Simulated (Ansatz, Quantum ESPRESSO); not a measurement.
# CaC2 (R-3m): zone-centre phonons, part 2 of 3

Wanted: the vibrations of CaC2 (R-3m) at Γ, by two programs.

Quantum ESPRESSO 7.5; DFT PBEsol, scalar-relativistic, plane waves, PseudoDojo norm-conserving pseudopotentials.

So far. Step 2 (A probe with smearing): A gap of 2.6 eV opens on this mesh, so the crystal is taken as an insulator; the start stands at -2.6 GPa. Step 4 (Self-consistent run for the response): The cell stands at -0.087 GPa, close enough for phonons. The relaxed cell has a = 3.820, c = 11.686 Å (conventional setting).

### Step 5. Zone-centre response

At q = 0 one unit cell holds all displacements; symmetry groups them into irreducible representations that are solved one by one. The response to a field gives ε∞ and the Born charges, which polar modes need.

Contents of ph.in:

```
phonons
 &inputph
    prefix='x',
    outdir='./tmp',
    fildyn='g.dyn',
    tr2_ph=1.0d-18,
    epsil=.true.,
 /
0.000000000 0.000000000 0.000000000
```

Started as:

```sh
> OMP_NUM_THREADS=1 mpirun -n 4 ph.x -nk 4 -in ph.in > ph.out
```

Output:

```text
[banners, grids, parts of the stress and lines that vanish by symmetry left out]
[banner, memory and clock lines left out]
Program PHONON v.7.5

     ./tmp/x.save/

     IMPORTANT: XC functional enforced from input :
     Exchange-correlation= PBESOL
                           (   1   4  10   8   0   0   0)
     Any further DFT definition will be discarded
     Please, verify this is what you really want

     G-vector sticks info

     Reading collected, re-writing distributed wavefunctions in ./tmp/

     Number and degeneracy of irreps per q-point
       N         xq(1)         xq(2)         xq(3)   N irreps
       1   0.000000000   0.000000000   0.000000000       6
        1   2   1   1   2   2

     Calculation of q =    0.0000000   0.0000000   0.0000000

     phonons

     bravais-lattice index     =            0
     lattice parameter (alat)  =       8.4588  a.u.
     unit-cell volume          =     332.1359 (a.u.)^3
     number of atoms/cell      =            3
     number of atomic types    =            2
     kinetic-energy cut-off    =      74.0000  Ry
     charge density cut-off    =     296.0000  Ry
     convergence threshold     =      1.0E-18
     beta                      =       0.7000
     number of iterations used =            4
     Exchange-correlation= PBESOL
                           (   1   4  10   8   0   0   0)

     celldm(1)=    8.45882  celldm(2)=    0.00000  celldm(3)=    0.00000
     celldm(4)=    0.00000  celldm(5)=    0.00000  celldm(6)=    0.00000

     crystal axes: (cart. coord. in units of alat)
               a(1) = (  0.4267  0.2463  0.8702 )
               a(2) = ( -0.4267  0.2463  0.8702 )
               a(3) = (  0.0000 -0.4927  0.8702 )

     reciprocal axes: (cart. coord. in units 2 pi/alat)
               b(1) = (  1.1719  0.6766  0.3830 )
               b(2) = ( -1.1719  0.6766  0.3830 )
               b(3) = (  0.0000 -1.3532  0.3830 )

     Atoms inside the unit cell:

     Cartesian axes

     site n.  atom      mass           positions (alat units)
        1  Ca     40.0780   tau(    1) = (    0.00000    0.00000    0.00000  )
        2  C      12.0110   tau(    2) = (   -0.00000   -0.00000    1.44549  )
        3  C      12.0110   tau(    3) = (   -0.00000   -0.00000    1.16516  )

     Computing dynamical matrix for
                    q = (   0.0000000   0.0000000   0.0000000 )

     13 Sym.Ops. (with q -> -q+G )

     G cutoff =  536.4774  (  28661 G-vectors)     FFT grid: ( 48, 48, 48)
     number of k points=    32
                       cart. coord. in units 2pi/alat
        k(    1) = (   0.0000000   0.0000000   0.0000000), wk =   0.0092593
        k(    2) = (  -0.0000000  -0.2255299   0.0638410), wk =   0.0555556
        k(    3) = (  -0.0000000  -0.4510598   0.1276819), wk =   0.0555556
        [... further k-points left out ...]

     PseudoPot. # 1 for Ca read from file:
     ./pseudo/Ca.upf
     Pseudo is Norm-conserving + core correction, Zval = 10.0
     Using radial grid of 1746 points,  6 beta functions with:
                l(1) =   0
                l(2) =   0
                l(3) =   1
                l(4) =   1
                l(5) =   2
                l(6) =   2

     PseudoPot. # 2 for C  read from file:
     ./pseudo/C.upf
     Pseudo is Norm-conserving + core correction, Zval =  4.0
     Using radial grid of 1248 points,  4 beta functions with:
                l(1) =   0
                l(2) =   0
                l(3) =   1
                l(4) =   1

     Mode symmetry, D_3d (-3m)  point group:

     Electric field:
     Dielectric constant
     Born effective charges as d Force / d E

     Atomic displacements:
     There are    6 irreducible representations

     Representation     1      1 modes -  To be done

     Representation     2      2 modes -  To be done

     Representation     3      1 modes -  To be done

     Representation     4      1 modes -  To be done

     Representation     5      2 modes -  To be done

     Representation     6      2 modes -  To be done

     Alpha used in Ewald sum =   2.8000

     Electric Fields Calculation

      thresh= 1.000E-02 alpha_mix =  0.700 |ddv_scf|^2 =  6.535E-07

      thresh= 8.084E-05 alpha_mix =  0.700 |ddv_scf|^2 =  2.326E-06

      thresh= 1.525E-04 alpha_mix =  0.700 |ddv_scf|^2 =  1.558E-09

      thresh= 3.947E-06 alpha_mix =  0.700 |ddv_scf|^2 =  1.483E-10

      thresh= 1.218E-06 alpha_mix =  0.700 |ddv_scf|^2 =  1.200E-11

      thresh= 3.464E-07 alpha_mix =  0.700 |ddv_scf|^2 =  3.511E-13

      thresh= 5.925E-08 alpha_mix =  0.700 |ddv_scf|^2 =  2.456E-14

      thresh= 1.567E-08 alpha_mix =  0.700 |ddv_scf|^2 =  1.394E-16

      thresh= 1.181E-09 alpha_mix =  0.700 |ddv_scf|^2 =  4.764E-18

      thresh= 2.183E-10 alpha_mix =  0.700 |ddv_scf|^2 =  1.104E-18

      thresh= 1.051E-10 alpha_mix =  0.700 |ddv_scf|^2 =  4.393E-20

     End of electric fields calculation

          Dielectric constant in cartesian axis

          (       3.504843164      -0.000000000       0.000000000 )
          (       0.000000000       3.504843164       0.000000000 )
          (       0.000000000      -0.000000000       4.755823228 )

          Effective charges (d Force / dE) in cartesian axis without acoustic sum rule applied (asr)

           atom    1  Ca    Mean Z*:        2.36750
      Ex  (        2.31911        0.00000        0.00000 )
      Ey  (        0.00000        2.31911        0.00000 )
      Ez  (       -0.00000       -0.00000        2.46427 )
           atom    2  C     Mean Z*:       -1.18389
      Ex  (       -1.15978       -0.00000       -0.00000 )
      Ey  (        0.00000       -1.15978        0.00000 )
      Ez  (       -0.00000       -0.00000       -1.23210 )
           atom    3  C     Mean Z*:       -1.18389
      Ex  (       -1.15978       -0.00000       -0.00000 )
      Ey  (        0.00000       -1.15978       -0.00000 )
      Ez  (        0.00000        0.00000       -1.23210 )

          Effective charges Sum: Mean:       -0.00028
             -0.00046        0.00000       -0.00000
              0.00000       -0.00046        0.00000
             -0.00000        0.00000        0.00008

          Effective charges (d Force / dE) in cartesian axis with asr applied:
           atom    1  Ca    Mean Z*:        2.36759
      E*x (        2.31926        0.00000        0.00000 )
      E*y (        0.00000        2.31926        0.00000 )
      E*z (       -0.00000       -0.00000        2.46425 )
           atom    2  C     Mean Z*:       -1.18380
      E*x (       -1.15963       -0.00000       -0.00000 )
      E*y (        0.00000       -1.15963        0.00000 )
      E*z (        0.00000       -0.00000       -1.23212 )
           atom    3  C     Mean Z*:       -1.18380
      E*x (       -1.15963       -0.00000       -0.00000 )
      E*y (       -0.00000       -1.15963       -0.00000 )
      E*z (        0.00000        0.00000       -1.23212 )

     Representation #   1 mode #   1

     Self-consistent Calculation

      thresh= 1.000E-02 alpha_mix =  0.700 |ddv_scf|^2 =  2.911E-06

      thresh= 1.706E-04 alpha_mix =  0.700 |ddv_scf|^2 =  1.383E-06

      thresh= 1.176E-04 alpha_mix =  0.700 |ddv_scf|^2 =  6.272E-09

[...]
End of self-consistent calculation

     Convergence has been achieved

     Representation #   2 modes #   2   3

     Self-consistent Calculation

[...]
End of self-consistent calculation

     Convergence has been achieved

     Representation #   3 mode #   4

     Self-consistent Calculation

[...]
End of self-consistent calculation

     Convergence has been achieved

     Representation #   4 mode #   5

     Self-consistent Calculation

[...]
End of self-consistent calculation

     Convergence has been achieved

     Representation #   5 modes #   6   7

     Self-consistent Calculation

[...]
End of self-consistent calculation

     Convergence has been achieved

     Representation #   6 modes #   8   9

     Self-consistent Calculation

[...]
thresh= 4.701E-05 alpha_mix =  0.700 |ddv_scf|^2 =  1.452E-09

      thresh= 3.811E-06 alpha_mix =  0.700 |ddv_scf|^2 =  2.565E-11

      thresh= 5.065E-07 alpha_mix =  0.700 |ddv_scf|^2 =  8.543E-13

      thresh= 9.243E-08 alpha_mix =  0.700 |ddv_scf|^2 =  5.028E-15

      thresh= 7.091E-09 alpha_mix =  0.700 |ddv_scf|^2 =  1.909E-16

      thresh= 1.382E-09 alpha_mix =  0.700 |ddv_scf|^2 =  2.565E-18

      thresh= 1.601E-10 alpha_mix =  0.700 |ddv_scf|^2 =  8.046E-20

     End of self-consistent calculation

     Convergence has been achieved

     Number of q in the star =    1
     List of q in the star:
          1   0.000000000   0.000000000   0.000000000

          Dielectric constant in cartesian axis

          (       3.504843164      -0.000000000       0.000000000 )
          (       0.000000000       3.504843164       0.000000000 )
          (       0.000000000      -0.000000000       4.755823228 )

          Effective charges (d Force / dE) in cartesian axis without acoustic sum rule applied (asr)

           atom    1  Ca    Mean Z*:        2.36750
      Ex  (        2.31911        0.00000        0.00000 )
      Ey  (        0.00000        2.31911        0.00000 )
      Ez  (       -0.00000       -0.00000        2.46427 )
           atom    2  C     Mean Z*:       -1.18389
      Ex  (       -1.15978       -0.00000       -0.00000 )
      Ey  (        0.00000       -1.15978        0.00000 )
      Ez  (       -0.00000       -0.00000       -1.23210 )
           atom    3  C     Mean Z*:       -1.18389
      Ex  (       -1.15978       -0.00000       -0.00000 )
      Ey  (        0.00000       -1.15978       -0.00000 )
      Ez  (        0.00000        0.00000       -1.23210 )

          Effective charges Sum: Mean:       -0.00028
             -0.00046        0.00000       -0.00000
              0.00000       -0.00046        0.00000
             -0.00000        0.00000        0.00008

          Effective charges (d Force / dE) in cartesian axis with asr applied:
           atom    1  Ca    Mean Z*:        2.36759
      E*x (        2.31926        0.00000        0.00000 )
      E*y (        0.00000        2.31926        0.00000 )
      E*z (       -0.00000       -0.00000        2.46425 )
           atom    2  C     Mean Z*:       -1.18380
      E*x (       -1.15963       -0.00000       -0.00000 )
      E*y (        0.00000       -1.15963        0.00000 )
      E*z (        0.00000       -0.00000       -1.23212 )
           atom    3  C     Mean Z*:       -1.18380
      E*x (       -1.15963       -0.00000       -0.00000 )
      E*y (       -0.00000       -1.15963       -0.00000 )
      E*z (        0.00000        0.00000       -1.23212 )

     Diagonalizing the dynamical matrix

     q = (    0.000000000   0.000000000   0.000000000 )

 **************************************************************************
     freq (    1) =      -0.479569 [THz] =     -15.996706 [cm-1]
     freq (    2) =      -0.474468 [THz] =     -15.826533 [cm-1]
     freq (    3) =      -0.474468 [THz] =     -15.826533 [cm-1]
     freq (    4) =       6.909258 [THz] =     230.468036 [cm-1]
     freq (    5) =       7.481476 [THz] =     249.555188 [cm-1]
     freq (    6) =       7.481476 [THz] =     249.555188 [cm-1]
     freq (    7) =       8.195762 [THz] =     273.381200 [cm-1]
     freq (    8) =       8.195762 [THz] =     273.381200 [cm-1]
     freq (    9) =      57.149324 [THz] =    1906.296253 [cm-1]
 **************************************************************************

     Mode symmetry, D_3d (-3m)  point group:

     freq (   1-   1) =        -16.0  [cm-1]   --> A_2u L_2'       I
     freq (   2-   3) =        -15.8  [cm-1]   --> E_u  L_3'       I
     freq (   4-   4) =        230.5  [cm-1]   --> A_2u L_2'       I
     freq (   5-   6) =        249.6  [cm-1]   --> E_g  L_3        R
     freq (   7-   8) =        273.4  [cm-1]   --> E_u  L_3'       I
     freq (   9-   9) =       1906.3  [cm-1]   --> A_1g L_1        R
```

Run time: 2.6 min. Hardware: 4 MPI ranks of Intel Xeon 6975P-C (Granite Rapids), shared host; 11 min of CPU time.

Numbers from this step:

| Property | Result |
| --- | --- |
| miss of the charge sum rule | 4.50e-4 e |
| largest acoustic frequency at the zone centre before the sum rule | -16 cm⁻¹ |
| highest optical zone-centre mode (no LO-TO term) | 1906 cm⁻¹ |
| lowest optical zone-centre mode | 230.5 cm⁻¹ |
| mean high-frequency dielectric constant | 3.922 |
| largest Born charge in size (third of the trace) | 2.368 e |

Born charge (rows field, columns displacement), before the sum rule (e), principal values of the symmetric part by kind of site:

```
atom  atoms with these values    low  middle   high   mean
 Ca1                        1   2.32    2.32   2.46   2.37
  C2                        2  -1.23   -1.16  -1.16  -1.18
```

In full for Ca1:

```
2.32 0.00 0.00
0.00 2.32 0.00
0.00 0.00 2.46
```

High-frequency dielectric tensor:

```
3.50 0.00 0.00
0.00 3.50 0.00
0.00 0.00 4.76
```

The acoustic modes at Γ come out as far as 16.0 cm⁻¹ from zero, where they should vanish, a sizeable error of basis and grid or of the response kernel of this functional; the Born charges miss their sum rule by 4.5e-4 e, which is good.

### Step 6. Modes with the sum rule

A rigid shift of the crystal must cost nothing, but grids and finite bases break this; the acoustic sum rule is imposed before the matrix is diagonalised again. With Born charges the intensities follow, and the static dielectric tensor.

Contents of dynmat.in:

```
 &input
    fildyn='g.dyn',
    asr='simple',
    fileig='dynmat.eig',
    lperm=.true.,
 /
```

Started as:

```sh
> dynmat.x -in dynmat.in > dynmat.out
```

Output:

```text
[banner, memory and clock lines left out]
Program DYNMAT v.7.5

     Reading Dynamical Matrix from file g.dyn
     ...Force constants read
     ...epsilon and Z* read
     A direction for q was not specified:TO-LO splitting will be absent

     Polarizability (A^3 units)
     multiply by 0.506600 for Clausius-Mossotti correction
         9.810471    0.000000    0.000000
        -0.000000    9.810471   -0.000000
         0.000000    0.000000   14.710061

     IR activities are in (D/A)^2/amu units

# mode   [cm-1]    [THz]      IR
    1     -0.00   -0.0000    0.0000
    2     -0.00   -0.0000    0.0000
    3      0.00    0.0000    0.0000
    4    230.80    6.9192    9.3278
    5    249.57    7.4818    0.0000
    6    249.57    7.4818    0.0000
    7    273.66    8.2041    8.2625
    8    273.66    8.2041    8.2625
    9   1906.30   57.1493    0.0000

Electronic dielectric permittivity tensor (relative, adimensional)
         3.504843    0.000000    0.000000
        -0.000000    3.504843   -0.000000
         0.000000    0.000000    4.755823

 ... with zone-center polar mode contributions
         8.285948    0.000000    0.000000
         0.000000    8.285948   -0.000000
         0.000000   -0.000000   12.344108

[end of the log left out, with the tail of the file of modes that dynmat.x writes under the same name]
```

Wall time 0.72 s (1 thread).

Numbers from this step:

- lowest optical zone-centre mode: 230.8 cm⁻¹
- mean static dielectric constant: 9.639

Unit eigenvectors of the mass-weighted matrix after the sum rule; no LO-TO term. The modes at Γ (shares of kinetic energy by element, %):

```
mode  frequency (cm⁻¹)  symmetry  Ca %  C %
   1               0.0  acoustic    63   37
   2               0.0  acoustic    63   37
   3               0.0  acoustic    63   37
   4             230.8       A2u    37   63
   5             249.6        Eg     0  100
   6             249.6        Eg     0  100
   7             273.7        Eu    37   63
   8             273.7        Eu    37   63
   9            1906.3       A1g     0  100
```

Displacements in mode 4 (230.8 cm⁻¹), the largest set to 1:
```
Ca1  0.00  0.00  0.60
C2   0.00  0.00 -1.00
C3   0.00  0.00 -1.00
```

Displacements in mode 9 (1906.3 cm⁻¹), the largest set to 1:
```
Ca1  0.00  0.00  0.00
C2   0.00  0.00  1.00
C3   0.00  0.00 -1.00
```

Degenerate modes summed, no LO-TO term. Infrared lines, with heights relative to the strongest:

```
position (cm⁻¹)  lines merged  label  IR intensity, relative
            231             1    A2u                      56
            250             2     Eg                     0.0
            274             2     Eu                     100
           1906             1    A1g                     0.0
```

Static dielectric tensor (ions relaxed, fixed cell):

```
 8.29  0.00  0.00
 0.00  8.29  0.00
 0.00  0.00 12.34
```

The rule also moves an optical mode by 0.3 cm⁻¹.

### Step 7. Sum rules set otherwise: a sum rule for molecules or wires on a crystal

This rule also removes rotations, which suits molecules and not a crystal; it is tried to see the harm.

Contents of dynmat.in:

```
 &input
    fildyn='g.dyn',
    asr='zero-dim',
    fileig='dynmat.eig',
    lperm=.true.,
 /
```

Started as:

```sh
> dynmat.x -in dynmat.in > dynmat.out
```

Output:

```text
[banner, memory and clock lines left out]
Program DYNMAT v.7.5

     Reading Dynamical Matrix from file g.dyn
     ...Force constants read
     ...epsilon and Z* read
     Acoustic Sum Rule: || Z*(ASR) - Z*(orig)|| =    3.949358E+00
     Acoustic Sum Rule: ||dyn(ASR) - dyn(orig)||=    1.779444E-01
     A direction for q was not specified:TO-LO splitting will be absent

     Polarizability (A^3 units)
     multiply by 0.506600 for Clausius-Mossotti correction
         9.810471    0.000000    0.000000
        -0.000000    9.810471   -0.000000
         0.000000    0.000000   14.710061

     IR activities are in (D/A)^2/amu units

# mode   [cm-1]    [THz]      IR
    1     -0.00   -0.0000    0.0000
    2     -0.00   -0.0000    0.0000
    3     -0.00   -0.0000    0.0000
    4      0.00    0.0000    0.0000
    5      0.00    0.0000    0.0000
    6    229.75    6.8878    9.3278
    7    252.69    7.5753    0.5101
    8    252.69    7.5753    0.5101
    9   1906.30   57.1493    0.0000

Electronic dielectric permittivity tensor (relative, adimensional)
         3.504843    0.000000    0.000000
        -0.000000    3.504843   -0.000000
         0.000000    0.000000    4.755823

 ... with zone-center polar mode contributions
         3.851031    0.000000    0.000000
         0.000000    3.851031    0.000000
         0.000000    0.000000   12.413545

[end of the log left out, with the tail of the file of modes that dynmat.x writes under the same name]
```

The job ended after 0.69 s (1 thread).

The program raised no error, yet the settings are not those of a careful run.

The fault: a sum rule for molecules or wires on a crystal; 2 optical modes are projected out to zero frequency, as if they were rotations, and the static dielectric tensor is spoilt.

For a crystal the rule has to be 'simple' or 'crystal'.

Zone-centre frequencies as printed; negative means imaginary. Modes:

```csv
mode,frequency (cm⁻¹)
1,0
2,0
3,0
4,0
5,0
6,229.8
7,252.7
8,252.7
9,1906
```

### Step 8. Sum rules set otherwise (asr no)

Without the rule the raw error of the acoustic modes shows.

Contents of dynmat.in:

```
 &input
    fildyn='g.dyn',
    asr='no',
    fileig='dynmat.eig',
    lperm=.true.,
 /
```

Started as:

```sh
> dynmat.x -in dynmat.in > dynmat.out
```

Output:

```text
[banner, memory and clock lines left out]
Program DYNMAT v.7.5

     Reading Dynamical Matrix from file g.dyn
     ...Force constants read
     ...epsilon and Z* read
     A direction for q was not specified:TO-LO splitting will be absent

     Polarizability (A^3 units)
     multiply by 0.506600 for Clausius-Mossotti correction
         9.810471    0.000000    0.000000
        -0.000000    9.810471   -0.000000
         0.000000    0.000000   14.710061

     IR activities are in (D/A)^2/amu units

# mode   [cm-1]    [THz]      IR
    1    -16.00   -0.4796    0.0001
    2    -15.83   -0.4745    0.0000
    3    -15.83   -0.4745    0.0000
    4    230.47    6.9093    9.3275
    5    249.56    7.4815    0.0000
    6    249.56    7.4815    0.0000
    7    273.38    8.1958    8.2634
    8    273.38    8.1958    8.2634
    9   1906.30   57.1493    0.0000

Electronic dielectric permittivity tensor (relative, adimensional)
         3.504843    0.000000    0.000000
        -0.000000    3.504843   -0.000000
         0.000000    0.000000    4.755823

 ... with zone-center polar mode contributions
         8.296172    0.000000   -0.000000
         0.000000    8.296172   -0.000000
        -0.000000   -0.000000   12.365722

[end of the log left out, with the tail of the file of modes that dynmat.x writes under the same name]
```

It took 0.68 s on 1 thread.

Read from the output:

- lowest optical zone-centre mode: 230.5 cm⁻¹
- mean static dielectric constant: 9.653

Zone-centre frequencies as printed; negative means imaginary. Modes:

```
mode  frequency (cm⁻¹)
   1               -16
   2            -15.83
   3            -15.83
   4             230.5
   5             249.6
   6             249.6
   7             273.4
   8             273.4
   9              1906
```

Against the first rule no mode moves by more than 16.1 cm⁻¹.

[end of part 2 of 3]

[Host names and launcher messages were left out of these logs when they were recorded.]

[Logs are printed without paths, hosts, clocks, repeated set-up lines and the standing remarks that a program may print on its own settings, such as how far it seeks lower states.]

[Hosts, paths, dates, database ids (printed as entryN), source tags and the programs' standing remarks are cut or masked in the printed files.]
